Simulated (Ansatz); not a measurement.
# Hf2NO2 monolayer: from the cell to its phonons, part 2 of 2

Wanted: vibrations and spectra of Hf2NO2 monolayer; the cell is already relaxed. After the zone centre comes a 4×4×1 q mesh on a 12×12×1 k mesh.

Ansatz 0.2.0; DFT PBEsol, scalar-relativistic, plane waves, PAW.

So far. Step 2 (Modes at Γ): Before it was imposed, the acoustic sum rule was missed by 4.8e-5 eV/Å². Small misses are needed for a sound result but don't prove that mesh and cutoff are converged. The lowest optical mode is real, 66.7 cm⁻¹.

## Step 3: Phonons on a q mesh (continued)

The partial phonon density of states has structure finer than the step of the table below, so its rows give means over 25 cm⁻¹, whole bins alone (the curve runs from -162 to 626 cm⁻¹). Peaks (cm⁻¹: height): Hf -97.3: 0.0106, 86.1: 0.0541, 130.7: 0.0437, 155.5: 0.0425; N 482.6: 0.0293, 576.8: 0.0555; O 358.7: 0.0244, 403.3: 0.0437, 482.6: 0.0443, 576.8: 0.00617.

Phonopy on the run's constants, 21x21x1 mesh, Gaussian sigma 5.6 cm-1. Interpolated from a 4×4×1 q mesh. Table of partial phonon density of states by wavenumber; means over each step; values in 1/cm⁻¹/cell:

| wavenumber (cm⁻¹) | Hf | N | O |
| --- | --- | --- | --- |
| -125 | 0.00552 | 1.7e-4 | 4.7e-4 |
| -100 | 0.00746 | 2.2e-4 | 4.8e-4 |
| -75 | 0.00304 | 7.8e-5 | 1.6e-4 |
| -50 | 0.00441 | 5.0e-5 | 1.5e-4 |
| -25 | 0.00185 | 2.2e-5 | 7.1e-5 |
| 0 | 0.00118 | 3.8e-5 | 8.6e-5 |
| 25 | 0.00628 | 1.9e-4 | 4.4e-4 |
| 50 | 0.0107 | 2.5e-4 | 6.8e-4 |
| 75 | 0.0362 | 4.3e-4 | 8.9e-4 |
| 100 | 0.0358 | 3.0e-4 | 7.9e-4 |
| 125 | 0.0390 | 1.9e-4 | 0.00107 |
| 150 | 0.0387 | 2.8e-4 | 0.00243 |
| 175 | 0.0314 | 4.9e-5 | 0.00247 |
| 200 | 0.00228 | 2.6e-6 | 1.7e-4 |
| 225 | 0 | 0 | 0 |
| 250 | 0 | 0 | 0 |
| 275 | 0 | 0 | 3.7e-6 |
| 300 | 2.1e-5 | 9.9e-6 | 0.00237 |
| 325 | 3.3e-4 | 0.00120 | 0.0110 |
| 350 | 0.00104 | 0.00425 | 0.0207 |
| 375 | 0.00138 | 0.00559 | 0.0215 |
| 400 | 0.00204 | 0.0127 | 0.0394 |
| 425 | 0.00177 | 0.0109 | 0.0360 |
| 450 | 0.00165 | 0.0107 | 0.0310 |
| 475 | 0.00248 | 0.0231 | 0.0367 |
| 500 | 0.00144 | 0.0128 | 0.0217 |
| 525 | 4.3e-4 | 4.3e-4 | 0.00503 |
| 550 | 1.7e-5 | 3.6e-4 | 2.8e-4 |
| 575 | 3.1e-4 | 0.0314 | 0.00344 |
| 600 | 1.3e-4 | 0.00401 | 2.8e-4 |

Symmetry leaves 4 wavevectors to solve. The lowest mode among them, the acoustic zeros apart, lies at q = (0.25, 0.25, 0) and is imaginary, 133.4i cm⁻¹, so the energy falls along it. Between them the interpolated path dips to 154i cm⁻¹.

## Step 4: Another isotope, element Hf, natural mass 178.486 amu

An isotope changes the mass and not the force constants, so no new electronic calculation is needed; the shifts show which modes move this element.

The same force constants with the mass of Hf changed from 178.486 to 173.940 u (phonopy, no LO-TO term). Both lists are sorted by frequency; levels can cross, so a row need not hold one and the same mode. Modes under 3 cm⁻¹ are left out. Isotope shifts, by row, the first 40 of 57 rows:

| q | rank | natural mass (cm⁻¹) | changed mass (cm⁻¹) |
| --- | --- | --- | --- |
| 0 0 0 | 4 | 66.74 | 67.6 |
| 0 0 0 | 5 | 66.74 | 67.6 |
| 0 0 0 | 6 | 175.4 | 177.5 |
| 0 0 0 | 7 | 302.2 | 302.2 |
| 0 0 0 | 8 | 302.2 | 302.2 |
| 0 0 0 | 9 | 378.8 | 379.4 |
| 0 0 0 | 10 | 378.8 | 379.4 |
| 0 0 0 | 11 | 505.1 | 505.1 |
| 0 0 0 | 12 | 505.1 | 505.1 |
| 0 0 0 | 13 | 528.3 | 528.9 |
| 0 0 0 | 14 | 536.2 | 536.6 |
| 0 0 0 | 15 | 598.4 | 598.9 |
| 0 0.25 0 | 1 | -80.93 | -81.89 |
| 0 0.25 0 | 2 | 72.46 | 73.33 |
| 0 0.25 0 | 3 | 81.47 | 82.48 |
| 0 0.25 0 | 4 | 101.8 | 103.1 |
| 0 0.25 0 | 5 | 132.7 | 134.3 |
| 0 0.25 0 | 6 | 145.6 | 147.3 |
| 0 0.25 0 | 7 | 336.5 | 336.8 |
| 0 0.25 0 | 8 | 357.3 | 357.4 |
| 0 0.25 0 | 9 | 386 | 386.2 |
| 0 0.25 0 | 10 | 400.7 | 401 |
| 0 0.25 0 | 11 | 414.4 | 414.5 |
| 0 0.25 0 | 12 | 475.3 | 475.3 |
| 0 0.25 0 | 13 | 481.8 | 482.3 |
| 0 0.25 0 | 14 | 491 | 491.4 |
| 0 0.25 0 | 15 | 575.9 | 576 |
| 0 -0.5 0 | 1 | 88.4 | 89.55 |
| 0 -0.5 0 | 2 | 113.8 | 115.2 |
| 0 -0.5 0 | 3 | 118.6 | 120.1 |
| 0 -0.5 0 | 4 | 134.9 | 136.6 |
| 0 -0.5 0 | 5 | 176.5 | 178.6 |
| 0 -0.5 0 | 6 | 181.5 | 183.7 |
| 0 -0.5 0 | 7 | 339.9 | 340.1 |
| 0 -0.5 0 | 8 | 403.6 | 403.6 |
| 0 -0.5 0 | 9 | 407.5 | 407.6 |
| 0 -0.5 0 | 10 | 436.6 | 436.6 |
| 0 -0.5 0 | 11 | 453.4 | 453.9 |
| 0 -0.5 0 | 12 | 471 | 471.4 |
| 0 -0.5 0 | 13 | 486.8 | 486.8 |

A mode of this element alone would shift by +1.30 %. The highest zone-centre frequency without the field goes from 598.4 to 598.9 cm⁻¹ (+0.1 %). The product of the frequency ratios over all optical modes at Γ is 1.044; the product rule, (m/m′)^(3k/2) (M′/M)^(3/2) with k = 2 such atoms and M the mass of the cell, gives 1.044.

## Step 5: Isotope substitution, element N, natural mass 14.007 amu

The same for N, from 14.01 to 15.00 u.

The same force constants with the mass of N changed from 14.007 to 15.000 u (phonopy, no LO-TO term). Both lists are sorted by frequency; levels can cross, so a row need not hold one and the same mode. Modes under 3 cm⁻¹ are left out. Isotope shifts, by row, the first 40 of 57 rows:

| q | rank | natural mass (cm⁻¹) | changed mass (cm⁻¹) |
| --- | --- | --- | --- |
| 0 0 0 | 4 | 66.74 | 66.74 |
| 0 0 0 | 5 | 66.74 | 66.74 |
| 0 0 0 | 6 | 175.4 | 175.4 |
| 0 0 0 | 7 | 302.2 | 302.2 |
| 0 0 0 | 8 | 302.2 | 302.2 |
| 0 0 0 | 9 | 378.8 | 376.5 |
| 0 0 0 | 10 | 378.8 | 376.5 |
| 0 0 0 | 11 | 505.1 | 491.8 |
| 0 0 0 | 12 | 505.1 | 491.8 |
| 0 0 0 | 13 | 528.3 | 528.3 |
| 0 0 0 | 14 | 536.2 | 534.5 |
| 0 0 0 | 15 | 598.4 | 580.8 |
| 0 0.25 0 | 1 | -80.93 | -80.84 |
| 0 0.25 0 | 2 | 72.46 | 72.4 |
| 0 0.25 0 | 3 | 81.47 | 81.46 |
| 0 0.25 0 | 4 | 101.8 | 101.8 |
| 0 0.25 0 | 5 | 132.7 | 132.7 |
| 0 0.25 0 | 6 | 145.6 | 145.5 |
| 0 0.25 0 | 7 | 336.5 | 334.5 |
| 0 0.25 0 | 8 | 357.3 | 357.3 |
| 0 0.25 0 | 9 | 386 | 384.6 |
| 0 0.25 0 | 10 | 400.7 | 397.9 |
| 0 0.25 0 | 11 | 414.4 | 405.3 |
| 0 0.25 0 | 12 | 475.3 | 462.9 |
| 0 0.25 0 | 13 | 481.8 | 480.6 |
| 0 0.25 0 | 14 | 491 | 489.9 |
| 0 0.25 0 | 15 | 575.9 | 559.1 |
| 0 -0.5 0 | 1 | 88.4 | 88.4 |
| 0 -0.5 0 | 2 | 113.8 | 113.7 |
| 0 -0.5 0 | 3 | 118.6 | 118.6 |
| 0 -0.5 0 | 4 | 134.9 | 134.9 |
| 0 -0.5 0 | 5 | 176.5 | 176.5 |
| 0 -0.5 0 | 6 | 181.5 | 181.5 |
| 0 -0.5 0 | 7 | 339.9 | 333.9 |
| 0 -0.5 0 | 8 | 403.6 | 403.6 |
| 0 -0.5 0 | 9 | 407.5 | 404.8 |
| 0 -0.5 0 | 10 | 436.6 | 436.6 |
| 0 -0.5 0 | 11 | 453.4 | 453.3 |
| 0 -0.5 0 | 12 | 471 | 471 |
| 0 -0.5 0 | 13 | 486.8 | 473.7 |

A mode of this element alone would shift by -3.37 %. The highest zone-centre frequency without the field goes from 598.4 to 580.8 cm⁻¹ (-3.0 %). The product of the frequency ratios over all optical modes at Γ is 0.906; the product rule, (m/m′)^(3k/2) (M′/M)^(3/2) with k = 1 such atoms and M the mass of the cell, gives 0.906.

## Step 6: Another isotope, element O, natural mass 15.999 amu

The same for O, from 16.00 to 18.00 u.

A mode of this element alone would shift by -5.72 %. The highest zone-centre frequency without the field goes from 598.4 to 597.5 cm⁻¹ (-0.2 %). The product of the frequency ratios over all optical modes at Γ is 0.713; the product rule, (m/m′)^(3k/2) (M′/M)^(3/2) with k = 2 such atoms and M the mass of the cell, gives 0.713.

## Step 7: Summary of results

| Property | Result |
| --- | --- |
| space group (within 0.01 Å) | P-3m1 |
| area per atom | 1.77 Å² |
| electronic character | no gap on this mesh |
| highest optical mode at the zone centre (no LO-TO term) | 598 cm⁻¹ |
| lowest optical zone-centre mode | 66.7 cm⁻¹ |
| lowest mode on the q mesh (acoustic modes at Γ apart) | -133 cm⁻¹ |
| highest frequency on the path or at a solved wavevector | 598 cm⁻¹ |
| imaginary modes on the 4×4×1 q mesh | yes |

Modes are clearly imaginary (beyond 10i cm⁻¹) at 2 of the 4 irreducible wavevectors, most at q = (0.25, 0.25, 0) (133.4i cm⁻¹), so this structure is not a minimum of the energy. The optical modes at Γ span 67 to 598 cm⁻¹. The highest mode in this list at Γ, 598.4 cm⁻¹, is mostly motion of N (90 % of the kinetic energy). With no gap, or one that is small against the smearing, the frequencies hang on the k mesh and the smearing, most of all near Kohn anomalies. The phonon runs are without spin polarisation, although the cell has an odd electron count. In a sheet or slab the interpolated bending branch near Γ is rough, since the rotational sum rule isn't imposed. Spin-orbit coupling is left out, which can matter for the heavy elements here. The starting cell was built on a prototype and not taken from a measurement. These are harmonic frequencies at zero temperature: anharmonic shifts, linewidths and thermal expansion are left out.

[Hosts, paths, dates, database ids (printed as entryN), source tags and the programs' standing remarks are cut or masked in the printed files.]
